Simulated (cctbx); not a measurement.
**Interatomic vectors of MnSi3**

Space group Cmce (no. 64), a = 14.6350 Å, b = 5.3270 Å, c = 5.4190 Å, α = 90.00°, β = 90.00°, γ = 90.00°, content Mn8 Si24.

Simulated single-crystal data (cctbx): synchrotron X-rays, λ = 0.4959 Å, to d = 0.77 Å, 50 % of the full sphere, strongest reflection 40000 counts, noise from counting, a 6 % proportional error and a noise floor of 15 counts (s.d.); no absorption, some extinction.

Patterson synthesis, origin scaled to 1000:

```text
Patterson group C m m m
      u       v       w   height  length (A)
  0.000   0.000   0.000   1000.0     0.00
  0.166   0.500   0.500    524.1     4.51
  0.000   0.500   0.500    509.3     3.80
  0.167   0.000   0.000    253.1     2.45
  0.082   0.176   0.321    251.1     2.32
  0.082   0.323   0.179    249.9     2.31
  0.000   0.500   0.133    186.2     2.76
  0.000   0.139   0.500    182.8     2.81
  0.250   0.207   0.258    153.8     4.07
  0.169   0.500   0.000    152.4     3.64
  0.163   0.000   0.360    119.7     3.08
  0.164   0.358   0.000    112.6     3.06
  0.000   0.358   0.363     76.2     2.74
  0.167   0.140   0.144     46.3     2.67
```

**Question.** Which atom pairs make the peaks, and where is the heaviest atom?

A peak at u stands for all pairs with xi − xj = u, with weight Σ ZiZj against Σ Z² = 9704 at the origin. Peak heights follow these weights only roughly, since form factors, motion and series ripples differ, all vectors within 0.55 Å of a peak are counted as merged into it though the farther ones add only part of their weight, and F(000) is left out, which lowers the whole map:

| u | v | w | shortest length (Å) | height | 1000 ΣZiZj/ΣZ² | pairs in the cell |
| --- | --- | --- | --- | --- | --- | --- |
| 0.166 | 0.500 | 0.500 | 4.51 | 524 | 581 | 16 × Si–Si, 4 × Mn–Mn |
| 0.000 | 0.500 | 0.500 | 3.80 | 509 | 515 | 8 × Mn–Mn |
| 0.167 | 0.000 | 0.000 | 2.44 | 253 | 258 | 4 × Mn–Mn |
| 0.082 | 0.176 | 0.321 | 2.31 | 251 | 289 | 8 × Mn–Si |
| 0.082 | 0.323 | 0.179 | 2.31 | 250 | 289 | 8 × Mn–Si |
| 0.000 | 0.500 | 0.133 | 2.76 | 186 | 242 | 12 × Si–Si |
| 0.000 | 0.139 | 0.500 | 2.81 | 183 | 242 | 12 × Si–Si |
| 0.250 | 0.207 | 0.258 | 4.07 | 154 | 289 | 8 × Mn–Si |
| 0.169 | 0.500 | 0.000 | 3.63 | 152 | 162 | 8 × Si–Si |
| 0.163 | 0.000 | 0.360 | 3.08 | 120 | 162 | 8 × Si–Si |

The table stops at ten peaks or at a height of 45, below which ripples compete. In the model behind the data Mn, the heaviest element, has 1 independent site: (0.0840, 0, 1/2), up to an allowed shift of origin; the Mn–Mn vectors are differences of these positions and their symmetry mates. The whole model:

```csv
atom,mult.,x,y,z,Ueq (Å²)
Mn1,8,0.0840,0,1/2,0.0054
Si1,16,0.1644,0.1885,0.8108,0.0069
Si2,8,0,0.8375,0.8336,0.0072
```

The model is made up (kin elements in a known structure type, no relaxation), so it says nothing on whether the phase exists.

[Logs are printed without paths, hosts, clocks, repeated set-up lines and the standing remarks that a program may print on its own settings, such as how far it seeks lower states.]
